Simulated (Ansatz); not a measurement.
**Electron scattering at the Σ5 (210) boundary in fcc Pt**

How much does the Σ5 (210) boundary in fcc Pt reflect electrons?

Calculated with Ansatz 0.2.0; Ansatz plane-wave DFT, LDA, PAW files; relaxation of a bicrystal slab with its lowest layers held; PAW set soft_1, in the first sound run; inputs show where later runs differ.

### 1. The structure

The cell holds 21 atoms: 21 Pt. Cell: a = 4.803 Å, b = 3.922 Å, c = 29.416 Å, α = 90.0°, β = 90.0°, γ = 65.9°. It derives from Pt. built on the (2 1 0) plane; 2 overlapping atoms removed and the grains opened by 0 Å. Vacuum lies along c.

### 2. Relaxing the bicrystal

The boundary is built by mirroring the lower grain in the boundary plane and removing any atoms that overlap. A thin bicrystal slab is relaxed first, with the lowest layers held and the upper grain free to shift and open.

File input.yaml:

```yaml
crystal:
  lattice:
    - [4.8032044366, 0.0, 0.0]
    - [1.6010681455, 3.58009721, 0.0]
    - [0.0, 0.0, 29.4157639274]
  atoms:
    - { symbol: Pt, position: [0.6, 0.7, 0.1699768876] }
    - { symbol: Pt, position: [0.2, 0.4, 0.1997888327] }
    - { symbol: Pt, position: [0.8, 0.1, 0.2296007779] }
    - { symbol: Pt, position: [0.4, 0.8, 0.259412723] }
    - { symbol: Pt, position: [0.0, 0.5, 0.2892246681] }
    - { symbol: Pt, position: [0.6, 0.2, 0.3190366132] }
    - { symbol: Pt, position: [0.2, 0.9, 0.3488485583] }
    - { symbol: Pt, position: [0.8, 0.6, 0.3786605034] }
    - { symbol: Pt, position: [0.4, 0.3, 0.4084724485] }
    - { symbol: Pt, position: [0.0, 0.0, 0.4382843936] }
    - { symbol: Pt, position: [0.8, 0.6, 0.4979082838] }
    - { symbol: Pt, position: [0.2, 0.9, 0.5277202289] }
    - { symbol: Pt, position: [0.6, 0.2, 0.557532174] }
    - { symbol: Pt, position: [0.0, 0.5, 0.5873441191] }
    - { symbol: Pt, position: [0.4, 0.8, 0.6171560642] }
    - { symbol: Pt, position: [0.8, 0.1, 0.6469680093] }
    - { symbol: Pt, position: [0.2, 0.4, 0.6767799544] }
    - { symbol: Pt, position: [0.6, 0.7, 0.7065918995] }
    - { symbol: Pt, position: [0.0, 0.0, 0.7364038446] }
    - { symbol: Pt, position: [0.4, 0.3, 0.7662157897] }
    - { symbol: Pt, position: [0.8, 0.6, 0.7960277348] }
kpoints:
  mp_grid: { grid: [7, 7, 1] }
hamiltonian:
  xc: lda
  pseudopotentials: { kind: paw, azcp: { folder: soft_1 }, xc_functional: pbe }
scf:
  occupations: { method: fermi_dirac, width: 0.1 }
relax:
  f_tol: 0.03
  max_steps: 80
  constraints: [{ sites: [0, 1, 2, 3] }]
```

Launch:

```bash
> ansatz run input.yaml --threads 4 --pin off --max-ram 15360MiB --backend cpu --events-out ev --progress --plain --runs-dir out
```

Numbers of over 12 decimals in the logs are rounded to 6 here.

The log of the run:

```text
Engine: ansatz 0.2.0, aarch64-unknown-linux-gnu
Pseudopotentials: kind: paw
Pseudopotential: Pt, paw, valence charge 18, recommended cutoff 420 eV (normal), soft_1/Pt.paw.azcp
Functional definition: SPW92
  exchange = slater_x
  correlation = pw_c
Crystal: 21 atoms, lattice volume = 505.832 Å³
Basis set: ecut = 420 eV, 9823 PW (Γ)
Bands: 227, of which v1, the nominal top of the filled ones, is band 189 counted from 1 (188 counted from 0)
Symmetry: 2 space group operations
Space group: Cm (ITA 8), of the structure as read, at distance tolerance 8.0e-5 Å
k-points: 16 of 49 (time reversal used)
Non-local potential: Pt, projectors of the file, l = 0: 3, l = 1: 2, l = 2: 2, l = 3: 1
PAW form: soft (Blöchl's): semilocal exchange-correlation on the pseudo side does not see the compensation charge
PAW frozen core: Pt, regenerated for the run's functional, and the local potential with it (the file was generated under x = pbe(κ = 0.804, μ = 0.219515), c = pbe(β = 0.066725))
PAW one-centre angular grid: Pt, 590 points (default); XC on 64 Gauss nodes
Initial density: superposition of atomic densities (neutral atoms: chi_scale 0, normalization atom)
Initial wavefunctions: pseudopotential atomic-orbital guess
Functional: x = slater, c = lda
SCF iter   1: F=—  HF=-257173.465585 eV  |F-HF|=—  |Δ(HF+E_count)|=         —  Δρ=7.75e-2  dr2=4.38e1  ethr=3.10e-3  ⟨swp⟩=6.0  Hψ=13168  notcnv=0  defer=92
preconditioner: auto → LDOS  [metal: Δε(μ)=0.008 eV  Ē_g=7.477 eV  σ=0.100 eV  W_gap=0.02  n_scr=134 (ndim 8)  ℏωp=23.9 eV  f_vac=0.306  D(μ)=32.88/eV (n_scr^D=338)  β→1.0]
SCF iter   2: F=—  HF=-257172.360796 eV  |F-HF|=—  |Δ(HF+E_count)|=    1.10e0  Δρ=6.87e-2  dr2=2.46e1  ethr=3.10e-3  ⟨swp⟩=3.0  Hψ=9367  notcnv=0  defer=268
SCF iter   3: F=—  HF=-257164.335619 eV  |F-HF|=—  |Δ(HF+E_count)|=    8.03e0  Δρ=1.10e-2  dr2=1.54e0  ethr=3.10e-3  ⟨swp⟩=2.0  Hψ=7019  notcnv=0  defer=285
SCF iter   4: F=—  HF=-257164.132283 eV  |F-HF|=—  |Δ(HF+E_count)|=   2.03e-1  Δρ=2.40e-3  dr2=1.80e-1  ethr=4.06e-4  ⟨swp⟩=2.2  Hψ=6126  notcnv=0  defer=277
SCF iter   5: F=—  HF=-257164.119256 eV  |F-HF|=—  |Δ(HF+E_count)|=   1.30e-2  Δρ=1.29e-3  dr2=2.05e-2  ethr=4.75e-5  ⟨swp⟩=2.0  Hψ=4855  notcnv=0  defer=277
SCF iter   6: F=—  HF=-257164.116936 eV  |F-HF|=—  |Δ(HF+E_count)|=   2.32e-3  Δρ=4.63e-4  dr2=2.70e-3  ethr=5.43e-6  ⟨swp⟩=2.0  Hψ=4904  notcnv=0  defer=277
SCF iter   7: F=—  HF=-257164.116679 eV  |F-HF|=—  |Δ(HF+E_count)|=   2.57e-4  Δρ=2.13e-4  dr2=7.83e-4  ethr=7.16e-7  ⟨swp⟩=2.2  Hψ=5082  notcnv=0  defer=277
SCF iter   8: F=—  HF=-257164.116645 eV  |F-HF|=—  |Δ(HF+E_count)|=   3.37e-5  Δρ=8.94e-5  dr2=1.02e-4  ethr=2.07e-7  ⟨swp⟩=2.6  Hψ=5121  notcnv=0  defer=277
SCF iter   9: F=-257164.116621 eV  HF=-257164.116635 eV  |F-HF|=1.38e-5  |Δ(HF+E_count)|=   1.03e-5  Δρ=3.38e-5  dr2=1.52e-5  ethr=5.95e-9  ⟨swp⟩=3.1  Hψ=13507  notcnv=0
SCF 1 converged in 9 iterations: F = -257164.116621 eV  dr2 = 1.52e-5
  greatest PAW one-centre occupation: 1.000 electrons in one spin orbital (limit 2), on the Pt atom at site 14 (counted from 0), in its partial waves of l = 0
relax step   1: F+E_penalty+E_count = -257164.11662138 eV  Δ(F+E_penalty+E_count) = +0.000e0 eV  max|allowed force component| = 1.940e0 eV/Å  Δτ_max = 0.0000 Å  (9 SCF iters, dr2 threshold 2.25e-5 eV, accepted)
Initial density: handed on by an earlier stage of this run
Initial wavefunctions: those handed on with the density
iter 1 solved again at ethr=2.18e-3 eV; its pass at ethr=3.10e-3 eV (dr2=8.24e0 eV) is discarded
SCF iter   1: F=—  HF=-257164.681249 eV  |F-HF|=—  |Δ(HF+E_count)|=         —  Δρ=1.33e-2  dr2=7.22e0  ethr=2.18e-3  ⟨swp⟩=1.0  Hψ=11646  notcnv=0  defer=276
preconditioner: auto → LDOS  [metal: Δε(μ)=0.001 eV  Ē_g=7.617 eV  σ=0.100 eV  W_gap=0.00  n_scr=134 (ndim 8)  ℏωp=23.9 eV  f_vac=0.308  D(μ)=36.14/eV (n_scr^D=402)  β→1.0]
SCF iter   2: F=—  HF=-257164.596721 eV  |F-HF|=—  |Δ(HF+E_count)|=   8.45e-2  Δρ=4.65e-3  dr2=2.40e-1  ethr=1.91e-3  ⟨swp⟩=1.4  Hψ=3382  notcnv=0  defer=276
SCF iter   3: F=—  HF=-257164.570708 eV  |F-HF|=—  |Δ(HF+E_count)|=   2.60e-2  Δρ=3.57e-3  dr2=1.42e-1  ethr=6.34e-5  ⟨swp⟩=3.0  Hψ=7352  notcnv=0  defer=276
SCF iter   4: F=—  HF=-257164.549624 eV  |F-HF|=—  |Δ(HF+E_count)|=   2.11e-2  Δρ=1.03e-3  dr2=1.99e-2  ethr=3.77e-5  ⟨swp⟩=2.0  Hψ=5149  notcnv=0  defer=276
SCF iter   5: F=—  HF=-257164.548042 eV  |F-HF|=—  |Δ(HF+E_count)|=   1.58e-3  Δρ=5.45e-4  dr2=3.56e-3  ethr=5.25e-6  ⟨swp⟩=2.1  Hψ=5163  notcnv=0  defer=276
SCF iter   6: F=—  HF=-257164.547650 eV  |F-HF|=—  |Δ(HF+E_count)|=   3.91e-4  Δρ=1.75e-4  dr2=4.80e-4  ethr=9.42e-7  ⟨swp⟩=2.0  Hψ=5044  notcnv=0  defer=276
SCF iter   7: F=-257164.547540 eV  HF=-257164.547614 eV  |F-HF|=7.46e-5  |Δ(HF+E_count)|=   3.59e-5  Δρ=7.03e-5  dr2=8.10e-5  ethr=2.65e-8  ⟨swp⟩=3.7  Hψ=13445  notcnv=0
SCF 2 converged in 7 iterations: F = -257164.547540 eV  dr2 = 8.10e-5
  greatest PAW one-centre occupation: 1.000 electrons in one spin orbital (limit 2), on the Pt atom at site 17 (counted from 0), in its partial waves of l = 0
relax step   2: F+E_penalty+E_count = -257164.54753983 eV  Δ(F+E_penalty+E_count) = -4.309e-1 eV  max|allowed force component| = 7.032e-1 eV/Å  Δτ_max = 0.1948 Å  (7 SCF iters, dr2 threshold 1.00e-4 eV, accepted)
iter 1 solved again at ethr=1.75e-3 eV; its pass at ethr=3.10e-3 eV (dr2=6.60e0 eV) is discarded
SCF iter   1: F=—  HF=-257165.084041 eV  |F-HF|=—  |Δ(HF+E_count)|=         —  Δρ=1.67e-2  dr2=6.41e0  ethr=1.75e-3  ⟨swp⟩=1.1  Hψ=13504  notcnv=0  defer=264
preconditioner: auto → LDOS  [metal: Δε(μ)=0.004 eV  Ē_g=7.653 eV  σ=0.100 eV  W_gap=0.01  n_scr=134 (ndim 8)  ℏωp=23.9 eV  f_vac=0.313  D(μ)=35.17/eV (n_scr^D=382)  β→1.0]
SCF iter   2: F=—  HF=-257164.928936 eV  |F-HF|=—  |Δ(HF+E_count)|=   1.55e-1  Δρ=6.38e-3  dr2=4.47e-1  ethr=1.70e-3  ⟨swp⟩=2.1  Hψ=4904  notcnv=0  defer=264
SCF iter   3: F=—  HF=-257164.861521 eV  |F-HF|=—  |Δ(HF+E_count)|=   6.74e-2  Δρ=3.43e-3  dr2=9.36e-2  ethr=1.18e-4  ⟨swp⟩=2.6  Hψ=6387  notcnv=0  defer=268
SCF iter   4: F=—  HF=-257164.841037 eV  |F-HF|=—  |Δ(HF+E_count)|=   2.05e-2  Δρ=1.06e-3  dr2=1.29e-2  ethr=2.48e-5  ⟨swp⟩=2.2  Hψ=5189  notcnv=0  defer=268
SCF iter   5: F=—  HF=-257164.837976 eV  |F-HF|=—  |Δ(HF+E_count)|=   3.06e-3  Δρ=3.43e-4  dr2=1.92e-3  ethr=3.41e-6  ⟨swp⟩=2.0  Hψ=5425  notcnv=0  defer=273
SCF iter   6: F=—  HF=-257164.837859 eV  |F-HF|=—  |Δ(HF+E_count)|=   1.17e-4  Δρ=1.63e-4  dr2=3.75e-4  ethr=5.07e-7  ⟨swp⟩=2.0  Hψ=5188  notcnv=0  defer=273
SCF iter   7: F=-257164.837794 eV  HF=-257164.837816 eV  |F-HF|=2.26e-5  |Δ(HF+E_count)|=   4.21e-5  Δρ=4.69e-5  dr2=2.54e-5  ethr=8.18e-9  ⟨swp⟩=3.9  Hψ=14770  notcnv=0
SCF 3 converged in 7 iterations: F = -257164.837794 eV  dr2 = 2.54e-5
  greatest PAW one-centre occupation: 1.000 electrons in one spin orbital (limit 2), on the Pt atom at site 9 (counted from 0), in its partial waves of l = 0
relax step   3: F+E_penalty+E_count = -257164.83779389 eV  Δ(F+E_penalty+E_count) = -2.903e-1 eV  max|allowed force component| = 2.058e-1 eV/Å  Δτ_max = 0.1947 Å  (7 SCF iters, dr2 threshold 3.09e-5 eV, accepted)
[... from here on, the SCF cycles and remarks between the steps are left out ...]
relax step   4: F+E_penalty+E_count = -257165.03365465 eV  Δ(F+E_penalty+E_count) = -1.959e-1 eV  max|allowed force component| = 9.914e-2 eV/Å  Δτ_max = 0.1950 Å  (9 SCF iters, dr2 threshold 3.63e-6 eV, accepted)
relax step   5: F+E_penalty+E_count = -257165.15132118 eV  Δ(F+E_penalty+E_count) = -1.177e-1 eV  max|allowed force component| = 6.230e-2 eV/Å  Δτ_max = 0.2000 Å  (10 SCF iters, accepted)
relax step   6: F+E_penalty+E_count = -257165.19221691 eV  Δ(F+E_penalty+E_count) = -4.090e-2 eV  max|allowed force component| = 8.847e-2 eV/Å  Δτ_max = 0.1985 Å  (10 SCF iters, dr2 threshold 9.01e-7 eV, accepted)
relax step   7: F+E_penalty+E_count = -257165.20075780 eV  Δ(F+E_penalty+E_count) = -8.541e-3 eV  max|allowed force component| = 5.478e-2 eV/Å  Δτ_max = 0.0809 Å  (7 SCF iters, dr2 threshold 3.09e-6 eV, accepted)
relax step   8: F+E_penalty+E_count = -257165.21860466 eV  Δ(F+E_penalty+E_count) = -1.785e-2 eV  max|allowed force component| = 1.993e-1 eV/Å  Δτ_max = 0.1955 Å  (8 SCF iters, dr2 threshold 1.15e-6 eV, accepted)
relax step   9: F+E_penalty+E_count = -257165.23464573 eV  Δ(F+E_penalty+E_count) = -1.604e-2 eV  max|allowed force component| = 8.413e-2 eV/Å  Δτ_max = 0.1950 Å  (7 SCF iters, dr2 threshold 1.52e-5 eV, accepted)
relax step  10: F+E_penalty+E_count = -257165.24642804 eV  Δ(F+E_penalty+E_count) = -1.178e-2 eV  max|allowed force component| = 6.988e-2 eV/Å  Δτ_max = 0.1081 Å  (8 SCF iters, dr2 threshold 1.26e-6 eV, accepted)
relax step  11: F+E_penalty+E_count = -257165.25461618 eV  Δ(F+E_penalty+E_count) = -8.188e-3 eV  max|allowed force component| = 1.185e-1 eV/Å  Δτ_max = 0.1951 Å  (10 SCF iters, accepted)
relax step  12: F+E_penalty+E_count = -257165.25847680 eV  Δ(F+E_penalty+E_count) = -3.861e-3 eV  max|allowed force component| = 5.376e-2 eV/Å  Δτ_max = 0.0550 Å  (6 SCF iters, dr2 threshold 9.69e-6 eV, accepted)
relax step  13: F+E_penalty+E_count = -257165.25943940 eV  Δ(F+E_penalty+E_count) = -9.626e-4 eV  max|allowed force component| = 3.093e-2 eV/Å  Δτ_max = 0.0220 Å  (8 SCF iters, accepted)
SCF iter   1: F=—  HF=-257165.261102 eV  |F-HF|=—  |Δ(HF+E_count)|=         —  Δρ=8.29e-4  dr2=1.83e-3  ethr=1.96e-5  ⟨swp⟩=2.6  Hψ=6488  notcnv=0  defer=265
preconditioner: auto → LDOS  [metal: Δε(μ)=0.008 eV  Ē_g=7.866 eV  σ=0.100 eV  W_gap=0.02  n_scr=134 (ndim 8)  ℏωp=23.9 eV  f_vac=0.332  D(μ)=34.66/eV (n_scr^D=370)  β→1.0]
SCF iter   2: F=—  HF=-257165.260617 eV  |F-HF|=—  |Δ(HF+E_count)|=   4.85e-4  Δρ=2.54e-4  dr2=4.10e-4  ethr=4.84e-7  ⟨swp⟩=3.0  Hψ=7497  notcnv=0  defer=267
SCF iter   3: F=—  HF=-257165.260471 eV  |F-HF|=—  |Δ(HF+E_count)|=   1.46e-4  Δρ=6.44e-5  dr2=3.53e-5  ethr=1.08e-7  ⟨swp⟩=2.3  Hψ=6148  notcnv=0  defer=267
SCF iter   4: F=—  HF=-257165.259693 eV  |F-HF|=—  |Δ(HF+E_count)|=   7.78e-4  Δρ=2.13e-5  dr2=5.77e-6  ethr=9.34e-9  ⟨swp⟩=2.9  Hψ=6678  notcnv=0  defer=267
SCF iter   5: F=—  HF=-257165.259692 eV  |F-HF|=—  |Δ(HF+E_count)|=   5.32e-7  Δρ=1.13e-5  dr2=1.57e-6  ethr=1.53e-9  ⟨swp⟩=2.1  Hψ=5172  notcnv=0  defer=267
SCF iter   6: F=—  HF=-257165.259692 eV  |F-HF|=—  |Δ(HF+E_count)|=   1.20e-7  Δρ=5.29e-6  dr2=3.36e-7  ethr=4.15e-10  ⟨swp⟩=2.1  Hψ=4855  notcnv=0  defer=267
SCF iter   7: F=-257165.259692 eV  HF=-257165.259692 eV  |F-HF|=5.81e-8  |Δ(HF+E_count)|=   3.28e-8  Δρ=2.34e-6  dr2=6.24e-8  ethr=2.65e-11  ⟨swp⟩=4.9  Hψ=12049  notcnv=0
SCF 14 converged in 7 iterations: F = -257165.259692 eV  dr2 = 6.24e-8
relax step  14: F+E_penalty+E_count = -257165.25969205 eV  Δ(F+E_penalty+E_count) = -2.526e-4 eV  max|allowed force component| = 6.912e-3 eV/Å  Δτ_max = 0.0109 Å  (7 SCF iters, accepted)
SCF converged after 7 iterations
Free energy (F): -257165.259692 eV
Harris-Foulkes:  -257165.259692 eV  (|F-HF|=5.81e-8)
Internal energy: -257164.143443 eV  (E = F + TS)
E sigma→0 (E₀):  -257164.701568 eV
Entropy (-TS):   -1.116249 eV (-53.155 meV/atom)
Fermi energy:    12.254950 eV
--- Per-component energies (eV) ---
  E_band       = -6862.523302
  E_kinetic    = 12537.908224
  E_local      = -520583.427852  (includes V_loc(G=0)·N_el)
  E_nonlocal   = 4434.759819
  E_hartree    = 254618.863856
  E_xc         = -4845.419651
  E_vxc        = -5685.234631  (∫ρ·V_xc dr)
  E_paw        = -193345.601297  (= ΣΔE_a)
  E_vpaw       = -6804.255358  (= ΣTr[D̂ρ^β])
  E_aug_tail   = 0.023242  (compensation charges beyond the density's cutoff)
  E_ewald      = 190009.008146
  E_core_change = 9.742070  (= ΣΔE_core)
  E_smearing   = -1.116249  (= −TS)
  E_closure    = 0.000000  (closes the sum)
  Σ components = -257165.259692   (vs F -257165.259692, Δ=0.00e0)
--- Forces (eV/Å), atoms counted from 1 ---
  atom   1  Pt    -0.11303010     0.05054860     1.93391092
  atom   2  Pt     0.18071169    -0.08081673    -0.38614466
  atom   3  Pt     0.07925521    -0.03544401    -1.10006998
  atom   4  Pt    -0.13866832     0.06201436    -0.45009469
  atom   5  Pt    -0.00121313     0.00054253    -0.00340356
  atom   6  Pt    -0.00092108     0.00041192     0.00026583
  atom   7  Pt    -0.00443209     0.00198209     0.00378901
  atom   8  Pt     0.00498505    -0.00222938     0.00227372
  atom   9  Pt    -0.00517754     0.00231547     0.00257644
  atom  10  Pt     0.00566154    -0.00253192    -0.00208598
  atom  11  Pt     0.00011755    -0.00005257     0.00147976
  atom  12  Pt    -0.00230093     0.00102901    -0.00409828
  atom  13  Pt     0.00128577    -0.00057501     0.00251392
  atom  14  Pt     0.00046914    -0.00020980    -0.00526403
  atom  15  Pt    -0.00364571     0.00163041     0.00130119
  atom  16  Pt     0.00007110    -0.00003180    -0.00187629
  atom  17  Pt    -0.00137022     0.00061278     0.00465941
  atom  18  Pt     0.00033979    -0.00015196     0.00359857
  atom  19  Pt    -0.00254685     0.00113899     0.00293520
  atom  20  Pt     0.00151916    -0.00067939     0.00040238
  atom  21  Pt    -0.00119180     0.00053299    -0.00691179
  max |Σ_I F_I| component: 2.43e-4 eV/Å
--- Relaxed structure (14 steps of the walk, 14 accepted, 0 SCFs on fresh bases) ---
  F+E_penalty+E_count = -257165.25969205 eV   max|allowed force component| = 6.912e-3 eV/Å
  atoms:
    - { symbol: Pt, position: [0.600000, 0.700000, 0.1699768876] }
    - { symbol: Pt, position: [0.200000, 0.400000, 0.199789] }
    - { symbol: Pt, position: [0.8, 0.100000, 0.2296007779] }
    - { symbol: Pt, position: [0.400000, 0.800000, 0.259412723] }
    - { symbol: Pt, position: [-0.010423, 0.505212, 0.288186] }
    - { symbol: Pt, position: [0.586600, 0.206700, 0.318602] }
    - { symbol: Pt, position: [0.187286, 0.906357, 0.345748] }
    - { symbol: Pt, position: [0.769620, 0.615190, 0.376276] }
    - { symbol: Pt, position: [0.370826, 0.314587, 0.410599] }
    - { symbol: Pt, position: [-0.028051, 0.014025, 0.429107] }
    - { symbol: Pt, position: [0.634858, 0.682571, 0.471060] }
    - { symbol: Pt, position: [0.068024, 0.965988, 0.511747] }
    - { symbol: Pt, position: [0.463538, 0.268231, 0.532144] }
    - { symbol: Pt, position: [-0.141141, 0.570571, 0.564841] }
    - { symbol: Pt, position: [0.275866, 0.862067, 0.595744] }
    - { symbol: Pt, position: [0.679621, 0.160190, 0.623777] }
    - { symbol: Pt, position: [0.076610, 0.461695, 0.653893] }
    - { symbol: Pt, position: [0.485654, 0.757173, 0.681343] }
    - { symbol: Pt, position: [-0.089364, 0.044682, 0.715199] }
    - { symbol: Pt, position: [0.303869, 0.348066, 0.743019] }
    - { symbol: Pt, position: [0.695534, 0.652233, 0.764622] }
```

It took 15 min on 4 threads of Arm Neoverse V1, shared host; peak memory 2.9 GiB.

The steps of the relaxation:

| step | energy less that of the first step (eV) | largest force component (eV/Å) |
| --- | --- | --- |
| 1 | 0.0000 | 1.9399 |
| 2 | -0.4309 | 0.7032 |
| 3 | -0.7212 | 0.2058 |
| 4 | -0.9170 | 0.0991 |
| 5 | -1.0347 | 0.0623 |
| 6 | -1.0756 | 0.0885 |
| 7 | -1.0841 | 0.0548 |
| 8 | -1.1020 | 0.1993 |
| 9 | -1.1180 | 0.0841 |
| 10 | -1.1298 | 0.0699 |
| 11 | -1.1380 | 0.1185 |
| 12 | -1.1419 | 0.0538 |
| 13 | -1.1428 | 0.0309 |
| 14 | -1.1431 | 0.0069 |

Forces are held to the 2 operations that the run works with; a distortion that breaks them can't arise in this run.

The atoms that moved most (Å):

```csv
atom,dx,dy,dz,length
Pt11,-0.661,0.296,-0.790,1.071
Pt21,-0.418,0.187,-0.924,1.031
Pt13,-0.546,0.244,-0.747,0.957
Pt14,-0.565,0.253,-0.662,0.906
Pt18,-0.458,0.205,-0.743,0.896
Pt17,-0.494,0.221,-0.673,0.864
Pt16,-0.482,0.215,-0.682,0.863
Pt15,-0.497,0.222,-0.630,0.832
```

Numbers from this step:

- free energy: -257165.2597 eV
- energy at zero smearing: -257164.7016 eV
- Fermi energy: 12.25 eV

The largest force component on a free atom ends at 0.0069 eV/Å, under the tolerance of 0.03, after 14 steps.

(Part 1 of 3 ends here.)

[Logs are printed without paths, hosts, clocks, repeated set-up lines and the standing remarks that a program may print on its own settings, such as how far it seeks lower states.]

[Hosts, paths, dates, database ids (printed as entryN), source tags and the programs' standing remarks are cut or masked in the printed files.]
